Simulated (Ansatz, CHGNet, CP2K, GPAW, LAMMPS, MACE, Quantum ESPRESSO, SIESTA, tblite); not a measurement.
# SIESTA runs on liquid mixture of dimethylformamide and H2O at 300 K (102 atoms), part 2 of 2

Aim: run liquid mixture of dimethylformamide and H2O at 300 K (102 atoms) in SIESTA and see how near its forces come to a plane-wave reference, and at what cost.

Program: SIESTA 5.4.2; the method stands at each step. Banners, paths, timers and routine set-up lines are dropped from the logs unmarked, and long logs keep their key lines alone; longer cuts are marked. The potentials were converted by us to PSML.

So far, pressure (GPa): step 2 (PBE, DZP, shift 0.01 Ry, mesh 500 Ry) 2.16; step 4 (setting basis TZP) 2.03.

### 5. PBE, DZP, shift 0.005 Ry, mesh 500 Ry

Method: Kohn-Sham DFT, PBE, PseudoDojo 0.4.1 norm-conserving pseudopotentials (converted to PSML), numerical atomic orbitals (DZP), diagonalisation.

File input.fdf:

```
SystemLabel cell
NumberOfAtoms 102
NumberOfSpecies 4
%block ChemicalSpeciesLabel
  1 6 C
  2 7 N
  3 8 O
  4 1 H
%endblock ChemicalSpeciesLabel
LatticeConstant 1.0 Ang
%block LatticeVectors
  10.18782 0.00000 0.00000
  0.00000 10.18782 0.00000
  0.00000 0.00000 10.18782
%endblock LatticeVectors
PAO.BasisSize DZP
PAO.EnergyShift 0.005 Ry
XC.Functional GGA
XC.Authors PBE
MeshCutoff 500 Ry
%block kgrid_Monkhorst_Pack
  1 0 0 0.0
  0 1 0 0.0
  0 0 1 0.0
%endblock kgrid_Monkhorst_Pack
SolutionMethod diagon
OccupationFunction FD
ElectronicTemperature 580 K
SCF.Mixer.Method Pulay
SCF.Mixer.Weight 0.15
SCF.Mixer.History 8
SCF.Mix Hamiltonian
MaxSCFIterations 300
SCF.DM.Tolerance 1e-04
SCF.H.Tolerance 1.0e-3 eV
WriteForces T
Write.HirshfeldPop T
Write.VoronoiPop T
Write.DM F
Write.H F
XML.Write F
AtomicCoordinatesFormat Fractional
%block AtomicCoordinatesAndAtomicSpecies
[... 102 atom lines left out: the same atoms as in the first run ...]
%endblock AtomicCoordinatesAndAtomicSpecies
```

Run with:

```
OMP_NUM_THREADS=1 mpirun -np 2 siesta < input.fdf > output.txt
```

The log of the run:

```text
Version         : 5.4.2
reinit: System Name:
reinit: System Label: cell
initatom: Reading input for the pseudopotentials and atomic orbitals ----------
Species number:   1 Atomic number:    6 Label: C
Species number:   2 Atomic number:    7 Label: N
Species number:   3 Atomic number:    8 Label: O
Species number:   4 Atomic number:    1 Label: H
Ground state valence configuration (from tables):   2s02  2p02  3d00  4f00
Ground state valence configuration (from tables):   2s02  2p03  3d00  4f00
Ground state valence configuration (from tables):   2s02  2p04  3d00  4f00
Ground state valence configuration (from tables):   1s01  2p00  3d00  4f00
---- Processing specs for species: C
GGA--PBE XC_GGA_X_PBE--XC_GGA_C_PBE pb
---- Processing specs for species: N
[... lines left out ...]
stepf: Fermi-Dirac step function
        iscf     Eharris(eV)        E_KS(eV)     FreeEng(eV)     dDmax    Ef(eV) dHmax(eV)
[... lines left out ...]
SCF Convergence by DM+H criterion
[... lines left out ...]
SCF cycle converged after 12 iterations
[... lines left out ...]
   Max    4.475000
[... lines left out ...]
   Max    4.475000    constrained
Stress tensor Voigt[x,y,z,yz,xz,xy] (kbar):      -16.92      -38.86      -39.63        0.85        1.69       -0.48
[... lines left out ...]
siesta: FreeEng =    -13416.289621
[... lines left out ...]
siesta:         Corr. =    -286.617201
siesta:   Exch.-corr. =   -4052.607256
siesta:  Ion-electron =  -22748.351193
siesta:       Ion-ion =   -3096.605205
siesta:         Total =  -13416.289621
siesta:         Fermi =      -4.528492
siesta: Stress tensor (static) (eV/Ang**3):
siesta:    -0.010559   -0.000298    0.001058
siesta:    -0.000298   -0.024252    0.000529
siesta:     0.001058    0.000529   -0.024734
siesta: Cell volume =       1057.410916 Ang**3
siesta: Pressure (static):
siesta:                Solid            Molecule  Units
siesta:           0.00021618          0.00016977  Ry/Bohr**3
siesta:           0.01984850          0.01558722  eV/Ang**3
siesta:          31.80080139         24.97347949  kBar
    Orbital volume contribution        =          34.871037 eV
    (Free)E + p_basis*V_orbitals       =      -13381.418584 eV
    (Free)Eharris+ p_basis*V_orbitals  =      -13381.418585 eV
Hirshfeld Atomic Populations:
Atom #   charge [q] valence [e]  Species
     1    -0.056521    4.056521  C
     2     0.004610    4.995390  N
     3    -0.047588    4.047588  C
     4     0.121099    3.878901  C
     5    -0.148556    6.148556  O
     6     0.041753    0.958247  H
     7     0.029857    0.970143  H
     8     0.037573    0.962427  H
[...]
14     0.010420    4.989580  N
[...]
17    -0.194946    6.194946  O
[...]
26     0.008604    4.991396  N
[...]
29    -0.175595    6.175595  O
[...]
--------------------
 Total    -0.000001
Voronoi Atomic Populations:
Atom #   charge [q] valence [e]  Species
[...]
38    -0.021167    5.021167  N
[...]
50     0.001182    4.998818  N
    51    -0.010416    4.010416  C
    52     0.157268    3.842732  C
[...]
97    -0.231956    6.231956  O
[...]
100    -0.222284    6.222284  O
   101     0.079701    0.920299  H
   102     0.083376    0.916624  H
--------------------
 Total    -0.000001
```

Wall time 1.8 min (2 MPI ranks of Arm Neoverse V2, shared host); peak memory 1.7 GiB.

Against the reference:

```
r.m.s. force component                           : 1.006 eV/Å
r.m.s. difference of force components            : 360.6 meV/Å
longest difference of force vectors              : 1169 meV/Å
force difference over r.m.s. force               : 40.47 %
slope of forces against the reference's          : 1.056
correlation of force components                  : 0.9349
gap (highest filled to lowest empty level) : 3.603 eV
gap difference                                   : -0.0724 eV
pressure                                         : 3.18 GPa
pressure difference                              : 2.388 GPa
```

This run lies far from the reference in forces at the same functional.

Against the first run (35 %), the force difference from the reference is 40 %, at 1.4 times the CPU time.

### 6. A run with a doubtful setting

input.fdf: that of step 5 with these lines changed.

```diff
@@ -16,5 +16,5 @@
 PAO.BasisSize DZP
-PAO.EnergyShift 0.005 Ry
+PAO.EnergyShift 0.01 Ry
 XC.Functional GGA
-XC.Authors PBE
+XC.Authors PBE96
 MeshCutoff 500 Ry
@@ -32,3 +32,3 @@
 SCF.Mix Hamiltonian
-MaxSCFIterations 300
+MaxSCFIterations 60
 SCF.DM.Tolerance 1e-04
```

The log of the run:

```text
Version         : 5.4.2
reinit: System Name:
reinit: System Label: cell
initatom: Reading input for the pseudopotentials and atomic orbitals ----------
Species number:   1 Atomic number:    6 Label: C
Species number:   2 Atomic number:    7 Label: N
Species number:   3 Atomic number:    8 Label: O
Species number:   4 Atomic number:    1 Label: H
Ground state valence configuration (from tables):   2s02  2p02  3d00  4f00
Ground state valence configuration (from tables):   2s02  2p03  3d00  4f00
Ground state valence configuration (from tables):   2s02  2p04  3d00  4f00
Ground state valence configuration (from tables):   1s01  2p00  3d00  4f00
---- Processing specs for species: C
GGA--PBE XC_GGA_X_PBE--XC_GGA_C_PBE pb
---- Processing specs for species: N
GGA--PBE XC_GGA_X_PBE--XC_GGA_C_PBE pb
---- Processing specs for species: O
GGA--PBE XC_GGA_X_PBE--XC_GGA_C_PBE pb
---- Processing specs for species: H
GGA--PBE XC_GGA_X_PBE--XC_GGA_C_PBE pb
C pseudopotential only contains V_ls up to l=1 -- lmxkb reset.
N pseudopotential only contains V_ls up to l=1 -- lmxkb reset.
O pseudopotential only contains V_ls up to l=2 -- lmxkb reset.
H pseudopotential only contains V_ls up to l=1 -- lmxkb reset.
Using PAO.SplitTailNorm
atom: Called for C                     (Z =   6)
NOTE: C pseudopotential has channels up to l= 1
NOTE: PAOs with higher l will be generated with V_local
Maximum radius (at nrval) set to   50.00000 8518
read_vps: Pseudopotential generation method:
read_vps: ONCVPSP-3.Hamann oncvpsp
Valence charge in pseudo generation:    4.00000
read_vps: Pseudopotential includes a core correction:
read_vps: Pseudo-core for xc-correction
xc_check: Exchange-correlation functional:
xc_check: GGA PBE96
xc_check: WARNING: Pseudopotential generated with GGA PBE functional
GGAXC: Unknown author PBE96
GGAXC: Unknown author PBE96
Stopping Program from Node:    0
Stopping Program from Node:    0
```

It took 0.56 s on 2 MPI ranks; peak memory 0.33 GiB.

The program stopped at the start. The fault in the input: an unknown functional (functional PBE96).

### 7. All runs compared

Differences are against the plane-wave reference, forces as r.m.s. over components; share is that over the reference's r.m.s. force, slope the least-squares factor from reference forces to these. Total energies of different programs have different zeros and aren't compared.

| run | Δ force, r.m.s. (meV/Å) | share (%) | slope | Δ pressure (GPa) | Δ gap (eV) | cores | CPU time | memory (GiB) |
| --- | --- | --- | --- | --- | --- | --- | --- | --- |
| reference | - | - | - | - | - | 2 | 3.6 min | 2.5 |
| SIESTA PBE, DZP, shift 0.01 Ry, mesh 500 Ry | 309 | 34.7 | 1.053 | 1.36 | -0.0841 | 2 | 2.6 min | 1.5 |
| SIESTA PBE, SZ, shift 0.01 Ry, mesh 500 Ry (coarse) | 2507 | 281 | 0.962 | 17.4 | -3.01 | 1 | 59 s | 0.68 |
| SIESTA PBE, TZP, shift 0.01 Ry, mesh 500 Ry | 303 | 34.0 | 1.041 | 1.24 | -0.0818 | 2 | 3.2 min | 1.6 |
| SIESTA PBE, DZP, shift 0.005 Ry, mesh 500 Ry | 361 | 40.5 | 1.056 | 2.39 | -0.0724 | 2 | 3.6 min | 1.7 |

Rows marked coarse were listed beforehand as settings not expected to be converged; some can still land near the reference.

CPU time is summed over cores on a shared host, where runs went side by side, so it is rough. Symmetry, cutoffs, thresholds, outputs and thread counts weren't matched or tuned between programs; memory under MPI is the largest rank's times the ranks.

Mean charges by element (e), by run and scheme:

| run | scheme | C | N | O | H |
| --- | --- | --- | --- | --- | --- |
| SIESTA PBE, DZP, shift 0.01 Ry, mesh 500 Ry | Hirshfeld | +0.02 | +0.03 | -0.20 | +0.05 |
| SIESTA PBE, TZP, shift 0.01 Ry, mesh 500 Ry | Hirshfeld | +0.02 | +0.03 | -0.20 | +0.05 |
| SIESTA PBE, DZP, shift 0.005 Ry, mesh 500 Ry | Hirshfeld | +0.01 | +0.01 | -0.21 | +0.06 |

### 8. Summary of results

| Item | Value |
| --- | --- |
| nearest in forces | SIESTA PBE, TZP, shift 0.01 Ry, mesh 500 Ry, 34 % |
| its CPU time | 3.2 min |

In words: The PBE runs in local orbitals, coarse settings apart, differ by 34 % (SIESTA PBE, TZP, shift 0.01 Ry, mesh 500 Ry) to 40 % (SIESTA PBE, DZP, shift 0.005 Ry, mesh 500 Ry); basis, grid and potentials can all enter. Runs with settings chosen to be coarse differ by 281 % (SIESTA PBE, SZ, shift 0.01 Ry, mesh 500 Ry), their programs' other errors included. One electronic-structure run takes under half the reference's CPU time: SIESTA PBE, SZ, shift 0.01 Ry, mesh 500 Ry, at 281 % in 59 s against 3.6 min, too far off to be of use; its pressure misses by +17.4 GPa. At the same functional, gaps differ from the reference's 3.68 eV by between -3.01 and -0.07 eV. In pressure, SIESTA PBE, SZ, shift 0.01 Ry, mesh 500 Ry misses by +17.4 GPa, at the same functional. The mean charges agree among these rows within 0.02 e. With short bonds to hydrogen, sets of potentials differ among themselves by several per cent in forces even at converged cutoffs, so the reference isn't exact here either. The reference's pressure holds the uncorrected Pulay stress of its 60 Ry basis, so small pressure differences, and their order, may be the reference's own error. The network of contacts between molecules at the start is that of the classical potential that made the cell, and needn't be the one that DFT or experiment would give. The reference's PBE has no dispersion term, which matters for the binding between molecules or layers. The density was typed from a rule of thumb and may lie off the real one at this temperature. The electronic-structure runs sample only Γ, in a cell whose shortest periodic width is 10 Å.

[Also dropped from logs without a mark: logging warnings of Python, and SIESTA's first energy breakdown and zero terms.]

[Logs are printed without paths, hosts, clocks, repeated set-up lines and the standing remarks that a program may print on its own settings, such as how far it seeks lower states.]

[Hosts, paths, dates, database ids (printed as entryN), source tags and the programs' standing remarks are cut or masked in the printed files.]
